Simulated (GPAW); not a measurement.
# MoS2 (P6_3/mmc): refractive index against wavelength

The refractive index of MoS2 (P6_3/mmc) along x below the direct gap (1.64 eV on the mesh) is read from one computed spectrum, n = √(Re ε). x, y and z are the Cartesian axes of the input cell.

Symmetry: P6_3/mmc, No. 194, hexagonal system. Conventional cell: a = 3.169 Å, b = 3.169 Å, c = 12.324 Å, α = 90.00°, β = 90.00°, γ = 120.00°. Mo on site c is surrounded by 6 S at 2.41 Å. Around S on site f lie 3 Mo at 2.41 Å.

Method: GPAW 26.7.0, PBE, RPA, k-mesh 12×12×3, local fields up to 70 eV, Lorentzian half width 0.12 eV.

Launch of the response step: `OMP_NUM_THREADS=1 python df.py`. The run took 9.3 min, its band step included, on 1 thread of Arm Neoverse V2, with other jobs on the host.

| wavelength (nm) | photon energy E (eV) | n |
| --- | --- | --- |
| 3000 | 0.413 | 3.7195 |
| 2000 | 0.620 | 3.7554 |
| 1550 | 0.800 | 3.8012 |
| 1310 | 0.946 | 3.8506 |
| 1064 | 1.165 | ? |

In the single-oscillator model n² − 1 = E₀E_d/(E₀² − E²), so 1/(n² − 1) = E₀/E_d − E²/(E₀E_d) is linear in E².

Working, on the rows shown:

| x = E² (eV²) | y = 1/(n² − 1) |
| --- | --- |
| 0.170801 | 0.0779139 |
| 0.384302 | 0.0763182 |
| 0.639837 | 0.0743543 |
| 0.895757 | 0.0723216 |

Means: x̄ = 0.52267, ȳ = 0.075227. Σ(x − x̄)(y − ȳ) = -0.002283, Σ(x − x̄)² = 0.2959. Slope = -0.002283 / 0.2959 = -0.007715; intercept = ȳ − slope · x̄ = 0.079259. Turned back into n, the line misses the rows shown by at most 0.00074.

Task: What does the fit predict for the withheld row, and how well does it do?

Result: At x = 1.3578 the line gives y = 0.068784, that is 3.9419. The run gave 3.9516, so the extrapolation is off by 0.0097, 4 % of the range in the table.

Refitted with all rows, the slope is -0.007998 and the intercept 0.079382. These give E₀ = √(intercept/−slope) = 3.15 eV and E_d = E₀/intercept = 39.7 eV; E₀ is 1.9 times the direct gap. The electronic limit at long wavelengths, without lattice vibrations, is n = √(1 + 1/intercept) = 3.687. The cell comes from an older database entry, whose edges can be off by a per cent or so. Excitons are left out; PBE gaps are as a rule too small. The values come from a sum over the points of one k-mesh and carry its error, which grows as the direct gap shrinks. This version of GPAW has incomplete matrix elements in the optical limit, which can lower ε − 1 by up to a tenth where first-row anions or d states rule. Spin-orbit coupling is left out.
